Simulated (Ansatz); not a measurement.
## How Fe(100) screens a field

Where does the screening charge of Fe(100) sit?

Method: plane-wave DFT, PBE, Ansatz PAW, in Ansatz 0.2.0.

Report form: the programs' logs are mostly left out.

## 1. Starting point

The cell holds 9 atoms: 9 Fe. Its edges and angles: a = 2.870 Å, b = 2.870 Å, c = 29.480 Å, α = 90.0°, β = 90.0°, γ = 90.0°. Vacuum lies along c.

## 2. Single point, field 0

A sawtooth potential applies the field, turning back in the middle of the vacuum. With the dipole correction the typed value is the field outside the slab. The induced dipole is small, so the SCF threshold is tight.

File input.yaml:

```yaml
crystal:
  lattice:
    - [2.87, 0.0, 0.0]
    - [0.0, 2.87, 0.0]
    - [0.0, 0.0, 29.48]
  atoms:
    - { symbol: Fe, position: [0.0, 0.0, 0.3052917232], spin: 2.5 }
    - { symbol: Fe, position: [0.5, 0.5, 0.3539687924], spin: 2.5 }
    - { symbol: Fe, position: [0.0, 0.0, 0.4026458616], spin: 2.5 }
    - { symbol: Fe, position: [0.5, 0.5, 0.4513229308], spin: 2.5 }
    - { symbol: Fe, position: [0.0, 0.0, 0.5], spin: 2.5 }
    - { symbol: Fe, position: [0.5, 0.5, 0.5486770692], spin: 2.5 }
    - { symbol: Fe, position: [0.0, 0.0, 0.5973541384], spin: 2.5 }
    - { symbol: Fe, position: [0.5, 0.5, 0.6460312076], spin: 2.5 }
    - { symbol: Fe, position: [0.0, 0.0, 0.6947082768], spin: 2.5 }
magnetization:
  spin_polarized: true
kpoints:
  mp_grid: { grid: [18, 18, 1] }
hamiltonian:
  xc: pbe
scf:
  occupations: { method: fermi_dirac, width: 0.1 }
  convergence: { dr2_threshold: 1.0e-10 }
efield:
  axis: 3
  dipole_correction: true
  ramp_position: 0.97
  ramp_width: 0.06
  amplitude: 0
output:
  forces: true
  write_potential: true
  write_density: true
  volumetric_format: npy
```

On the command line:

```console
$ ansatz run input.yaml --threads 4 --pin off --max-ram 6144MiB --backend cpu --events-out ev --progress --plain --runs-dir out
```

It took 5.4 min on 4 threads of Arm Neoverse N1, shared host; peak memory 2 GiB.

This step gave:

| Quantity | Value |
| --- | --- |
| energy at zero smearing | -40321.6567 eV |
| total moment | 22.42 μB |
| work function, upper face | 3.865 eV |
| dipole along the normal | 9.76e-7 e·Å |

Running mean over 1.435 Å of the planar mean; the ramp of the sawtooth is left out. Electron's electrostatic potential energy less the Fermi level against z:

z (Å), electron's electrostatic potential energy less the Fermi level (eV) and a bar from the least value:
```
      3.5       3.87 ##############################
      4.0       3.86 ##############################
      4.5       3.86 ##############################
      5.0       3.86 ##############################
      5.5       3.85 ##############################
      6.0       3.82 ##############################
      6.5       3.73 ##############################
      7.0       3.43 #############################
      7.5       2.45 ###########################
      8.0      -0.87 ###################
      8.5      -5.84 ########
      9.0      -9.04 #
      9.5      -9.59 
     10.0      -9.58 
     10.5      -9.53 
     11.0      -9.50 
     11.5      -9.47 
     12.0      -9.45 
     12.5      -9.42 
     13.0      -9.40 
     13.5      -9.39 
     14.0      -9.39 
     14.5      -9.40 
     15.0      -9.40 
     15.5      -9.39 
     16.0      -9.39 
     16.5      -9.40 
     17.0      -9.43 
     17.5      -9.45 
     18.0      -9.47 
     18.5      -9.50 
     19.0      -9.53 
     19.5      -9.58 
     20.0      -9.59 
     20.5      -8.97 #
     21.0      -5.65 #########
     21.5      -0.68 ####################
     22.0       2.51 ###########################
     22.5       3.45 #############################
     23.0       3.74 ##############################
     23.5       3.83 ##############################
     24.0       3.85 ##############################
     24.5       3.86 ##############################
     25.0       3.86 ##############################
     25.5       3.86 ##############################
     26.0       3.87 ##############################
```

Site moment by atom:

```
atom  site moment (μB)
 Fe1              2.97
 Fe2              2.40
 Fe3              2.42
 Fe4              2.30
 Fe5              2.33
 Fe6              2.30
 Fe7              2.42
 Fe8              2.40
 Fe9              2.97
```

Force by atom:

```
atom  x (eV/Å)  y (eV/Å)  z (eV/Å)   size
 Fe1     0.000     0.000     0.431  0.431
 Fe2     0.000     0.000    -0.311  0.311
 Fe3     0.000     0.000     0.152  0.152
 Fe4     0.000     0.000     0.057  0.057
 Fe5     0.000     0.000     0.000  0.000
 Fe6     0.000     0.000    -0.057  0.057
 Fe7     0.000     0.000    -0.152  0.152
 Fe8     0.000     0.000     0.311  0.311
 Fe9     0.000     0.000    -0.431  0.431
```

The work function of the upper face is 3.87 eV.

## 3. Atoms held, field 0.05 V/Å

input.yaml: that of step 2 with these lines changed.

```diff
@@ -29,3 +29,3 @@
   ramp_width: 0.06
-  amplitude: 0
+  amplitude: 0.05
 output:
```

The job ended after 5.4 min (4 threads; peak memory 2 GiB; 21 min of CPU time).

The dipole is 0.0341 e·Å.

## 4. Atoms held, field -0.05 V/Å

input.yaml: that of step 3 with these lines changed.

```diff
@@ -29,3 +29,3 @@
   ramp_width: 0.06
-  amplitude: 0.05
+  amplitude: -0.05
 output:
```

Elapsed: 5.4 min, on 4 threads; peak memory 2 GiB.

The dipole is -0.0341 e·Å.

## 5. Single point, field 0.1 V/Å

input.yaml: that of step 4 with these lines changed.

```diff
@@ -29,3 +29,3 @@
   ramp_width: 0.06
-  amplitude: -0.05
+  amplitude: 0.1
 output:
```

It took 5.4 min on 4 threads; peak memory 2 GiB.

The dipole is 0.0682 e·Å.

## 6. Single point, field -0.1 V/Å

input.yaml: that of step 5 with these lines changed.

```diff
@@ -29,3 +29,3 @@
   ramp_width: 0.06
-  amplitude: 0.1
+  amplitude: -0.1
 output:
```

Wall time 5.5 min (4 threads); peak memory 2 GiB; 22 min of CPU time.

The dipole is -0.0682 e·Å.

## 7. Single point, field 0.2 V/Å

input.yaml: that of step 6 with these lines changed.

```diff
@@ -29,3 +29,3 @@
   ramp_width: 0.06
-  amplitude: -0.1
+  amplitude: 0.2
 output:
```

It took 5.5 min on 4 threads; peak memory 2 GiB.

The dipole is 0.137 e·Å.

## 8. Atoms held, field -0.2 V/Å

input.yaml: that of step 7 with these lines changed.

```diff
@@ -29,3 +29,3 @@
   ramp_width: 0.06
-  amplitude: 0.2
+  amplitude: -0.2
 output:
```

The job ended after 5.6 min (4 threads; peak memory 2 GiB; 22 min of CPU time).

The dipole is -0.137 e·Å.

## 9. Atoms held, field 0.4 V/Å

input.yaml: that of step 8 with these lines changed.

```diff
@@ -29,3 +29,3 @@
   ramp_width: 0.06
-  amplitude: -0.2
+  amplitude: 0.4
 output:
@@ -35 +35,2 @@
   volumetric_format: npy
+  elf: true
```

Elapsed: 5.5 min, on 4 threads; peak memory 2 GiB; 22 min of CPU time.

Running mean over 1.435 Å of the planar mean, with the applied field; the ramp of the sawtooth is left out. Table of electron's electrostatic potential energy less the Fermi level by z:

z (Å), electron's electrostatic potential energy less the Fermi level (eV) and a bar from the least value:
```
      3.5       2.41 ########################
      4.0       2.61 ########################
      4.5       2.81 #########################
      5.0       3.00 #########################
      5.5       3.19 ##########################
      6.0       3.35 ##########################
      6.5       3.43 ##########################
      7.0       3.28 ##########################
      7.5       2.40 ########################
      8.0      -0.86 #################
      8.5      -5.83 ########
      9.0      -9.03 #
      9.5      -9.59 
     10.0      -9.58 
     10.5      -9.53 
     11.0      -9.50 
     11.5      -9.47 
     12.0      -9.45 
     12.5      -9.42 
     13.0      -9.40 
     13.5      -9.39 
     14.0      -9.39 
     14.5      -9.40 
     15.0      -9.40 
     15.5      -9.39 
     16.0      -9.39 
     16.5      -9.40 
     17.0      -9.42 
     17.5      -9.45 
     18.0      -9.47 
     18.5      -9.50 
     19.0      -9.53 
     19.5      -9.58 
     20.0      -9.59 
     20.5      -8.98 #
     21.0      -5.66 ########
     21.5      -0.67 ##################
     22.0       2.59 ########################
     22.5       3.66 ###########################
     23.0       4.11 ###########################
     23.5       4.38 ############################
     24.0       4.60 ############################
     24.5       4.80 #############################
     25.0       5.00 #############################
     25.5       5.20 ##############################
     26.0       5.40 ##############################
```

The dipole is 0.273 e·Å.

## 10. The response

This step: plane-wave DFT, PBE, Ansatz PAW; screening of a field by a metal slab (Ansatz 0.2.0).

The dipoles give the slope, and the difference of two potentials shows where the field is screened.

Numbers from this step:

- equivalent conductor thickness p/(ε₀AE): 14.99 Å
- distance between the outer atoms: 11.48 Å
- inner field over outer field: -9.51e-4
- image plane, upper face: 1.734 Å
- induced electrons on the upper face over ε₀E: -1.002
- image plane, lower face: 1.734 Å
- induced electrons on the lower face over ε₀E: 1.002

Table of dipole of the cell by applied field:

```
applied field (V/Å)  dipole of the cell (e·Å)
             -0.200                    -0.137
             -0.100                   -0.0682
             -0.050                   -0.0341
              0.000                    9.8e-7
              0.050                    0.0341
              0.100                    0.0682
              0.200                     0.137
              0.400                     0.273
```

The total moment stays at 22.4 μB for applied field from -0.2 to 0.4 V/Å.

Local field over the applied field, running mean. From the potentials at -0.05 and 0.05 V/Å; running mean over 1.435 Å. Local field over applied field against z:

z (Å), local field over applied field and a bar from the least value:
```
        5      0.987 ##############################
        6      0.930 ############################
        7      0.689 #####################
        8      0.182 ######
        9     -0.042 
       10     -0.002 #
       11      0.002 #
       12     -0.001 #
       13      0.000 #
       14      0.000 #
       15     -0.001 #
       16      0.002 #
       17     -0.001 #
       18      0.002 #
       19      0.000 #
       20     -0.019 #
       21      0.011 ##
       22      0.460 ###############
       23      0.851 ##########################
       24      0.970 #############################
       25      0.995 ##############################
```

Electrons, planar mean, per unit field. Induced electron density against z:

z (Å), induced electron density (e/Å³ per V/Å) and a bar from the least value:
```
        5    0.00010 ###############
        6    0.00052 #################
        7    0.00217 ########################
        8    0.00352 ##############################
        9   -0.00126 #########
       10    0.00010 ###############
       11    0.00002 ###############
       12    0.00004 ###############
       13   -0.00003 ###############
       14    0.00007 ###############
       15   -0.00001 ###############
       16    0.00002 ###############
       17    0.00004 ###############
       18   -0.00002 ###############
       19    0.00017 ###############
       20    0.00003 ###############
       21   -0.00120 #########
       22   -0.00336 
       23   -0.00108 ##########
       24   -0.00022 ##############
       25   -0.00004 ##############
```

By hand: between -0.05 and 0.05 V/Å the dipole changes by 0.06823 e·Å, a slope of 0.6823 e·Å²/V. A perfect conductor of thickness t has p = ε₀AEt, so t = 180.95 × 0.6823 / 8.237 = 14.99 Å (e/ε₀ = 180.95 V·Å, A in Å²). Less the 11.48 Å between the outer atoms, and halved, that puts each image plane 1.75 Å out.

The induced dipole is that of a conductor 14.99 Å thick.

## 11. The same run with other settings

This step: plane-wave DFT, PBE, Ansatz PAW (Ansatz 0.2.0).

A run with a changed input: it repeats the earlier run at 0.05 V/Å with scf.algorithm to direct_min.

input.yaml: that of step 9 with these lines changed.

```diff
@@ -24,2 +24,3 @@
   convergence: { dr2_threshold: 1.0e-10 }
+  algorithm: direct_min
 efield:
@@ -29,3 +30,3 @@
   ramp_width: 0.06
-  amplitude: 0.4
+  amplitude: 0.05
 output:
@@ -35,2 +36 @@
   volumetric_format: npy
-  elf: true
```

Elapsed: 0.39 s, on 4 threads; peak memory 0.18 GiB.

The input was rejected at the start.

The program's message: “Error: memory limit exceeded: the `scf loop` phase needs 6.62 GiB against the run's memory maximum of 6.00 GiB; largest carriers: free-energy minimisation 5.00 GiB, wavefunctions 0.78 GiB, unmodelled- …”

## 12. The same run with other settings: basis.ecutrho_ratio = 12

Another changed input: it repeats the earlier run at 0.05 V/Å with basis.ecutrho_ratio to 12.

input.yaml: that of step 11 with these lines changed.

```diff
@@ -24,3 +24,2 @@
   convergence: { dr2_threshold: 1.0e-10 }
-  algorithm: direct_min
 efield:
@@ -36 +35,3 @@
   volumetric_format: npy
+basis:
+  ecutrho_ratio: 12
```

It took 5.5 min on 4 threads; peak memory 2.5 GiB; 22 min of CPU time.

Numbers from this step:

```
energy at zero smearing : -40321.6574 eV
dipole along the normal : 0.03411 e·Å
```

Force by atom:

```
atom  x (eV/Å)  y (eV/Å)  z (eV/Å)   size
 Fe1     0.000     0.000     0.431  0.431
 Fe2     0.000     0.000    -0.311  0.311
 Fe3     0.000     0.000     0.153  0.153
 Fe4     0.000     0.000     0.056  0.056
 Fe5     0.000     0.000     0.000  0.000
 Fe6     0.000     0.000    -0.057  0.057
 Fe7     0.000     0.000    -0.152  0.152
 Fe8     0.000     0.000     0.311  0.311
 Fe9     0.000     0.000    -0.430  0.430
```

```
                     quantity  this run  earlier run  difference
dipole along the normal (e·Å)   0.03411      0.03411     -3.2e-7
            total moment (μB)     22.42        22.42     -1.0e-7
```

Nothing in the table moves by 0.01 in its unit (for the dipole 0.5 % and 5e-5 e·Å).

## 13. Summary of results

| Quantity | Value |
| --- | --- |
| work function | 3.87 eV |
| image plane, upper face | 1.73 Å |
| induced electrons on the upper face over ε₀E | -1.00 |
| equivalent conductor thickness p/(ε₀AE) | 15.0 Å |
| inner field over outer field | -9.5e-4 |

What this shows: The induced charge has its centre 1.73 Å outside the outermost atoms; this is the plane from which a capacitor's gap or an image potential counts. The equivalent conductor thickness exceeds the distance between the outer atoms by 3.51 Å, about the sum of the two image-plane distances. In the middle of the slab the field is screened to under 0.5 % of its outer value. The atoms are held at bulk positions with the tabulated experimental lattice constant. The magnetic order is the one reached from the typed start; other orders were not compared.

[Logs are printed without paths, hosts, clocks, repeated set-up lines and the standing remarks that a program may print on its own settings, such as how far it seeks lower states.]

[Hosts, paths, dates, database ids (printed as entryN), source tags and the programs' standing remarks are cut or masked in the printed files.]

[Maps of the electrostatic potential energy from Ansatz leave out the sawtooth potential of an applied field or a dipole correction, so their vacuum need not be flat; planar profiles and work functions include it.]
